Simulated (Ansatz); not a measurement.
## What InB2 (built on the sites of a database entry of YAl2) distorts into

Which phase does InB2 (built on the sites of a database entry of YAl2) fall into along its unstable mode, and how much energy does it gain?

Calculated with Ansatz 0.2.0; DFT PBEsol, scalar-relativistic, plane waves, norm-conserving pseudopotentials.

The structure was built from a prototype and need not be the compound's stable phase.

### 1. The starting structure

Symmetry: Fd-3m, No. 227, cubic system. The conventional cell has a = 6.593 Å, b = 6.593 Å, c = 6.593 Å, α = 90.00°, β = 90.00°, γ = 90.00°. In has 12 B at 2.73 Å and 4 In at 2.85 Å nearest. Nearest to B lie 6 B at 2.33 Å and 6 In at 2.73 Å. Farther neighbours are not listed.

Structure file:

```cif
data_structure
_symmetry_space_group_name_H-M 'P 1'
_symmetry_Int_Tables_number 1
_cell_length_a 4.6616
_cell_length_b 4.6616
_cell_length_c 4.6616
_cell_angle_alpha 60.000
_cell_angle_beta 60.000
_cell_angle_gamma 60.000
_cell_volume 71.63
loop_
_atom_site_label
_atom_site_type_symbol
_atom_site_fract_x
_atom_site_fract_y
_atom_site_fract_z
_atom_site_occupancy
In1 In 0.75000 0.75000 0.75000 1
In2 In 0.50000 0.50000 0.50000 1
B3 B 0.12500 0.62500 0.12500 1
B4 B 0.12500 0.12500 0.62500 1
B5 B 0.62500 0.12500 0.12500 1
B6 B 0.12500 0.12500 0.12500 1
```

### 2. Modes at Γ

The cell comes from relaxations at this level that are not shown. The zone centre is the only wavevector solved here; it holds the modes that light can see, as far as symmetry allows. No field response is asked, since the mesh shows no gap.

input.yaml reads:

```yaml
crystal:
  lattice:
    - [0.0, 3.296251107, 3.296251107]
    - [3.296251107, 0.0, 3.296251107]
    - [3.296251107, 3.296251107, 0.0]
  atoms:
    - { symbol: In, position: [0.75, 0.75, 0.75] }
    - { symbol: In, position: [0.5, 0.5, 0.5] }
    - { symbol: B, position: [0.125, 0.625, 0.125] }
    - { symbol: B, position: [0.125, 0.125, 0.625] }
    - { symbol: B, position: [0.625, 0.125, 0.125] }
    - { symbol: B, position: [0.125, 0.125, 0.125] }
kpoints:
  mp_grid: { grid: [12, 12, 12] }
hamiltonian:
  xc: pbesol
  pseudopotentials: { kind: nc }
scf:
  occupations: { method: methfessel_paxton, width: 0.2 }
output:
  eigenvalues: true
phonons:
  method: dfpt
```

Launch:

```
$ ansatz run input.yaml --threads 8 --pin off --max-ram 14336MiB --backend cpu --events-out ev --progress --plain --runs-dir out
```

Numbers of over 12 decimals in the logs are rounded to 6 here.

What it wrote:

```text
Engine: ansatz 0.2.0, x86_64-unknown-linux-gnu
Pseudopotentials: kind: nc
Pseudopotential: In, nc, valence charge 13, recommended cutoff 952.398519 eV (normal), In.nc.azcp (PseudoDojo's, or run here from an input of PseudoDojo's: the run reads no file of this project's for it)
Pseudopotential: B, nc, valence charge 3, recommended cutoff 1034.032677 eV (normal), B.nc.azcp (PseudoDojo's, or run here from an input of PseudoDojo's: the run reads no file of this project's for it)
Functional definition: PBEsol
  exchange = pbesol_x
  correlation = pbesol_c
Crystal: 6 atoms, lattice volume = 71.629 Å³
Basis set: ecut = 1034.032677 eV, 5329 PW (Γ), exchange–correlation on 120×120×120 points (8 copies of the dense FFT grid, shifted against one another)
Bands: 25, of which v1, the nominal top of the filled ones, is band 19 counted from 1 (18 counted from 0)
Symmetry: 48 space group operations
k-points: 476 of 1728 (irreducible under 2 space group operations, time reversal used)
Non-local potential: In, projectors of the file, l = 0: 2, l = 1: 2, l = 2: 2
Non-local potential: B, projectors of the file, l = 0: 2, l = 1: 2
Initial density: superposition of atomic densities (chi_scale 0.1, normalization cell, long waves kept (reshape's long-wave potential 0.00 eV rms))
Initial wavefunctions: pseudopotential atomic-orbital guess
Functional: x = pbesol(κ = 0.804, μ = 0.123457), c = pbesol(β = 0.046)
SCF iter   1: F=—  HF=-3918.016036 eV  |F-HF|=—  |Δ(HF+E_count)|=         —  Δρ=2.88e-2  dr2=1.57e0  ethr=3.10e-3  ⟨swp⟩=5.8  Hψ=48961  notcnv=0
preconditioner: auto → Kerker (q_TF=auto, 2.455 Å⁻¹)  [metal: Δε(μ)=0.037 eV  Ē_g=12.240 eV  σ=0.200 eV  W_gap=0.16  n_scr=14 (ndim 8)  ℏωp=27.0 eV  f_vac=0.000  D(μ)=2.15/eV (n_scr^D=14)]
SCF iter   2: F=—  HF=-3917.682546 eV  |F-HF|=—  |Δ(HF+E_count)|=   3.33e-1  S|Δr|=    0.00e0  Δρ=1.77e-2  dr2=5.43e-1  ethr=3.10e-3  ⟨swp⟩=1.4  Hψ=16064  notcnv=0  defer=2
SCF iter   3: F=—  HF=-3917.511547 eV  |F-HF|=—  |Δ(HF+E_count)|=   1.71e-1  S|Δr|=    0.00e0  Δρ=3.00e-3  dr2=3.90e-3  ethr=1.43e-3  ⟨swp⟩=2.3  Hψ=19210  notcnv=0  defer=2
SCF iter   4: F=—  HF=-3917.511506 eV  |F-HF|=—  |Δ(HF+E_count)|=   4.10e-5  S|Δr|=    0.00e0  Δρ=2.91e-4  dr2=5.47e-5  ethr=1.03e-5  ⟨swp⟩=2.7  Hψ=22234  notcnv=0  defer=45
SCF iter   5: F=—  HF=-3917.511516 eV  |F-HF|=—  |Δ(HF+E_count)|=   1.06e-5  S|Δr|=    0.00e0  Δρ=8.92e-5  dr2=2.32e-6  ethr=1.44e-7  ⟨swp⟩=3.9  Hψ=30863  notcnv=0  defer=45
SCF iter   6: F=—  HF=-3917.511402 eV  |F-HF|=—  |Δ(HF+E_count)|=   1.14e-4  S|Δr|=    0.00e0  Δρ=1.23e-5  dr2=7.80e-8  ethr=6.11e-9  ⟨swp⟩=2.6  Hψ=22824  notcnv=0  defer=381
SCF iter   7: F=—  HF=-3917.511402 eV  |F-HF|=—  |Δ(HF+E_count)|=   1.66e-8  S|Δr|=    0.00e0  Δρ=3.38e-6  dr2=5.32e-9  ethr=2.05e-10  ⟨swp⟩=3.6  Hψ=25171  notcnv=0  defer=381
SCF iter   8: F=—  HF=-3917.511402 eV  |F-HF|=—  |Δ(HF+E_count)|=   1.66e-9  S|Δr|=    0.00e0  Δρ=3.74e-7  dr2=9.68e-11  ethr=1.40e-11  ⟨swp⟩=2.2  Hψ=19659  notcnv=0  defer=381
SCF iter   9: F=-3917.511402 eV  HF=-3917.511402 eV  |F-HF|=1.36e-12  |Δ(HF+E_count)|=  2.73e-11  S|Δr|=    0.00e0  Δρ=5.78e-8  dr2=1.84e-12  ethr=1.00e-12  ⟨swp⟩=16.1  Hψ=92664  notcnv=0
SCF 1 converged in 9 iterations: F = -3917.511402 eV  dr2 = 1.84e-12
DFPT response loops at Γ: preconditioner auto → Kerker (q_TF=auto, 2.455 Å⁻¹) (partly filled bands, converged f_vac=0.000); β = 1.00, the filter's whole step (`scf.mixing.beta` (0.50) is not read by the response loops under this deck's `scf.mixing.preconditioner`; to damp them name `kerker` or `kerker_dos`, under which they read `scf.mixing.beta`, and type it under 1.00, their step now; both keys bind the ground state too); Broyden in place of MSR1
SCF converged after 9 iterations
Stability not checked: this state was not tested for a lower state beside it, because cold or Methfessel-Paxton smearing, or corrected tetrahedra, fill the levels in a way that the test cannot read (fill_not_monotonic; see scf.lower_state_search)
Free energy (F): -3917.511402 eV
Harris-Foulkes:  -3917.511402 eV  (|F-HF|=1.36e-12)
Internal energy: -3917.512925 eV  (E = F + TS)
E sigma→0 (E₀):  -3917.511783 eV
Entropy (-TS):   0.001523 eV (0.254 meV/atom)
Fermi energy:    12.565311 eV
--- Per-component energies (eV) ---
  E_band       = 81.405761
  E_kinetic    = 2465.253368
  E_local      = -2350.395023  (includes V_loc(G=0)·N_el)
  E_nonlocal   = -785.871153
  E_hartree    = 764.818915
  E_xc         = -1205.609321
  E_vxc        = -777.219324  (∫ρ·V_xc dr)
  E_ewald      = -2805.709711
  E_smearing   = 0.001523  (= −TS)
  E_closure    = 0.000000  (closes the sum)
  Σ components = -3917.511402   (vs F -3917.511402, Δ=0.00e0)
--- Band table (eV; the first three rows and the last of 476) ---
  k-point 0: bands = [... 15 lower, 9.2546, 9.2546, 9.2546, 9.5090, 11.5714, 11.5714, 13.4693, 13.4693, ... 2 higher]
  k-point 1: bands = [... 15 lower, 9.4957, 9.4957, 9.5497, 10.3582, 11.2140, 11.2140, 12.8645, 13.9658, ... 2 higher]
  k-point 2: bands = [... 15 lower, 9.7901, 9.7901, 9.9520, 10.7998, 10.7998, 11.6136, 12.3341, 14.9642, ... 2 higher]
  k-point 475: bands = [... 15 lower, 9.0528, 10.2536, 10.2536, 14.2939, 14.2939, 14.3657, 14.3657, 16.5689, ... 2 higher]
--- Phonons (Γ-DFPT): 2 representative perturbations + reference, on 476 of 1728 k-points (Σ response iterations 6) ---
  k mesh reduced under 2 symmetry operations, with k and −k counted as one. Each operation leaves every solved perturbation unchanged. A smaller set is not used because it would not reduce the number of displacements times k-points to solve
  ASR residual: 8.240e-5 → 0.000e0 eV/Å²; symmetrization residual: 1.827e-6 eV/Å²
  ASR residual per site (eV/Å²): 8.24e-5 8.24e-5 1.10e-5 1.10e-5 1.10e-5 1.10e-5
  Γ frequencies (cm⁻¹): -512.39 -512.39 -512.39 -503.10 -271.70 -271.70 0.00 0.00 0.00 157.62 157.62 157.62 208.68 208.68 208.68 230.20 230.20 230.20
  non-analytic LO–TO correction: not included (Born effective charges unavailable; polar crystals: no LO–TO splitting at Γ)
```

It took 65 s on 8 threads of Intel Xeon Platinum 8488C (Sapphire Rapids), shared host; peak memory 7.8 GiB; 8.3 min of CPU time.

In the SCF lines HF is the Harris–Foulkes energy and dr2 the Hartree energy of the density residual, in eV; the loop may stop once dr2 is under the threshold and the program's other checks hold. Hψ counts applications of the Hamiltonian.

This step gave:

| Quantity | Value |
| --- | --- |
| volume per atom | 11.94 Å³ |
| gap on the k-mesh | 0 eV |
| sum-rule residual before enforcement | 8.24e-5 eV/Å² |
| point group | m-3m |
| highest optical mode at the zone centre (no LO-TO term) | 230.2 cm⁻¹ |
| lowest optical zone-centre mode | -512.4 cm⁻¹ |

Patterns of degenerate modes are one choice out of their space. The modes at Γ (shares of kinetic energy by element, %) (negative means imaginary):

```csv
mode,frequency (cm⁻¹),symmetry,In %,B %
1,-512.4,T1u,1,99
2,-512.4,T1u,1,99
3,-512.4,T1u,1,99
4,-503.1,A2u,0,100
5,-271.7,Eu,0,100
6,-271.7,Eu,0,100
7,0.0,acoustic,84,16
8,0.0,acoustic,84,16
9,0.0,acoustic,84,16
10,157.6,T2g,100,0
11,157.6,T2g,100,0
12,157.6,T2g,100,0
13,208.7,T1u,15,85
14,208.7,T1u,15,85
15,208.7,T1u,15,85
16,230.2,T2u,0,100
17,230.2,T2u,0,100
18,230.2,T2u,0,100
```

Displacements in mode 1 (-512.4 cm⁻¹), the largest set to 1:
```
In1  0.00 -0.05  0.01
In2  0.00 -0.05  0.01
B3  -1.00  0.46 -0.85
B4   1.00  0.46 -0.85
B5  -0.56  0.02  0.71
B6   0.56  0.02  0.71
```

Displacements in mode 11 (157.6 cm⁻¹), the largest set to 1:
```
In1 -1.00  0.04  0.01
In2  1.00 -0.04 -0.01
B3   0.00  0.00  0.00
B4   0.00  0.00  0.00
B5   0.00  0.00  0.00
B6   0.00  0.00  0.00
```

Before it was imposed, the acoustic sum rule was missed by 8.2e-5 eV/Å². Small misses are needed for a sound result but don't prove that mesh and cutoff are converged. The lowest optical mode is imaginary, 512.4i cm⁻¹, so the energy falls along it.

### 3. The mode frozen in, largest atomic shift 0 Å

The mode followed lies at Γ with frequency 512.4i cm⁻¹ and is 3-fold degenerate, the softest among the wavevectors solved. At small amplitude the distorted cell has space group no. 160 by a symmetry search on the positions. The undistorted cell that holds it gives the zero of energy on the same k mesh.

Changes to input.yaml since step 2:

```diff
@@ -20,4 +20,4 @@
 output:
+  forces: true
+  stress: true
   eigenvalues: true
-phonons:
-  method: dfpt
```

What it wrote:

```text
[...]
Crystal: 6 atoms, lattice volume = 71.629 Å³
Basis set: ecut = 1034.032677 eV, 5329 PW (Γ), exchange–correlation on 100×100×100 points (8 copies of the dense FFT grid, shifted against one another)
Bands: 25, of which v1, the nominal top of the filled ones, is band 19 counted from 1 (18 counted from 0)
Symmetry: 48 space group operations
[...]
k-points: 72 of 1728
[...]
k-point 0: bands = [... 15 lower, 9.2546, 9.2546, 9.2546, 9.5090, 11.5714, 11.5714, 13.4694, 13.4694, ... 2 higher]
  k-point 1: bands = [... 15 lower, 9.4957, 9.4957, 9.5497, 10.3582, 11.2140, 11.2140, 12.8645, 13.9658, ... 2 higher]
  k-point 2: bands = [... 15 lower, 9.7901, 9.7901, 9.9519, 10.7998, 10.7998, 11.6136, 12.3341, 14.9642, ... 2 higher]
  k-point 71: bands = [... 15 lower, 9.0527, 10.2536, 10.2536, 14.2938, 14.2938, 14.3657, 14.3657, 16.5689, ... 2 higher]
[key lines of the parts left out:]
SCF converged after 6 iterations
Free energy (F): -3917.511402 eV
Fermi energy:    12.565290 eV
P = ⅓ Tr σ = -0.0002 GPa (-0.002 kbar)
```

Run time: 1.7 s. Hardware: 8 threads; peak memory 0.86 GiB; 12 s of CPU time.

This step gave:

| Item | Value |
| --- | --- |
| pressure | -2.16e-4 GPa |
| energy from the undistorted cell | 0 meV/atom |

The run ends at a pressure of 0.00 GPa.

### 4. The mode frozen in, largest atomic shift 0.6 Å

The atoms are moved along the unstable eigenvector, the largest shift by 0.6 Å, with the cell fixed.

input.yaml, the sections that differ from step 3:

```yaml
crystal:
  lattice:
    - [0.0, 3.296251107, 3.296251107]
    - [3.296251107, 0.0, 3.296251107]
    - [3.296251107, 3.296251107, 0.0]
  atoms:
    - { symbol: In, position: [0.7486741642, 0.7486741642, 0.7539775074] }
    - { symbol: In, position: [0.4986741642, 0.4986741642, 0.5039775074] }
    - { symbol: B, position: [0.0865362321, 0.6775460819, 0.1493814539] }
    - { symbol: B, position: [0.1775460819, 0.1775460819, 0.4673617542] }
    - { symbol: B, position: [0.6775460819, 0.0865362321, 0.1493814539] }
    - { symbol: B, position: [0.0865362321, 0.0865362321, 0.1493814539] }
# kpoints, hamiltonian, scf, output: as in step 3
```

What it wrote:

```text
[...]
Crystal: 6 atoms, lattice volume = 71.629 Å³
Basis set: ecut = 1034.032677 eV, 5329 PW (Γ), exchange–correlation on 100×100×100 points (8 copies of the dense FFT grid, shifted against one another)
Bands: 25, of which v1, the nominal top of the filled ones, is band 19 counted from 1 (18 counted from 0)
Symmetry: 6 space group operations
[...]
k-point 0: bands = [... 15 lower, 8.4158, 8.4158, 9.0008, 10.1690, 12.6561, 12.6561, 13.1550, 13.1550, ... 2 higher]
  k-point 1: bands = [... 15 lower, 8.6693, 8.6693, 9.5444, 10.5870, 12.1660, 12.1660, 12.9416, 13.8523, ... 2 higher]
  k-point 2: bands = [... 15 lower, 8.8356, 8.8356, 9.9330, 11.4740, 11.8289, 11.8289, 12.5954, 14.8580, ... 2 higher]
  k-point 188: bands = [... 15 lower, 8.9427, 9.9861, 10.4294, 11.5785, 13.7812, 14.3665, 14.8852, 16.4097, ... 2 higher]
[key lines of the parts left out:]
SCF converged after 7 iterations
Free energy (F): -3919.870328 eV
Fermi energy:    12.232119 eV
P = ⅓ Tr σ = 0.1860 GPa (1.860 kbar)
```

Elapsed: 6.7 s, on 8 threads; peak memory 1.2 GiB; 52 s of CPU time.

This step gave:

```yaml
pressure: 0.1860 GPa
energy_from_the_undistorted_cell: -393.1 meV/atom
```

The energy, extrapolated to zero smearing, is -393.10 meV/atom against the undistorted cell.

The run ends at a pressure of 0.19 GPa, with forces up to 4.4 eV/Å.

### 5. Energy along the mode, all amplitudes (two of the runs are shown above)

An imaginary frequency means negative curvature, so the energy should fall and then rise again as anharmonic terms take over.

Numbers from this step:

```
depth at the lowest point sampled  : 393.1 meV/atom
largest atomic shift at that point : 0.6 Å
```

Table of energy from the parent by largest atomic shift:

```csv
largest atomic shift (Å),energy from the parent (meV/atom)
0.000,0
0.040,-2.21
0.080,-8.77
0.140,-26.5
0.220,-63.8
0.320,-130
0.450,-241
0.600,-393
```

Displacement at unit largest shift by atom:

```csv
atom,x (Å),y (Å),z (Å),size
In1,0.015,0.015,-0.015,0.026
In2,0.015,0.015,-0.015,0.026
B3,0.423,-0.077,0.077,0.437
B4,-0.577,-0.577,0.577,0.999
B5,-0.077,0.423,0.077,0.437
B6,-0.077,-0.077,-0.423,0.437
```

The lowest of the steps tried is the last one, at 0.6 Å, 393 meV/atom below the parent; the bottom of the well need not coincide with a step.

[end of part 1 of 3]

[Logs are printed without paths, hosts, clocks, repeated set-up lines and the standing remarks that a program may print on its own settings, such as how far it seeks lower states.]

[Hosts, paths, dates, database ids (printed as entryN), source tags and the programs' standing remarks are cut or masked in the printed files.]
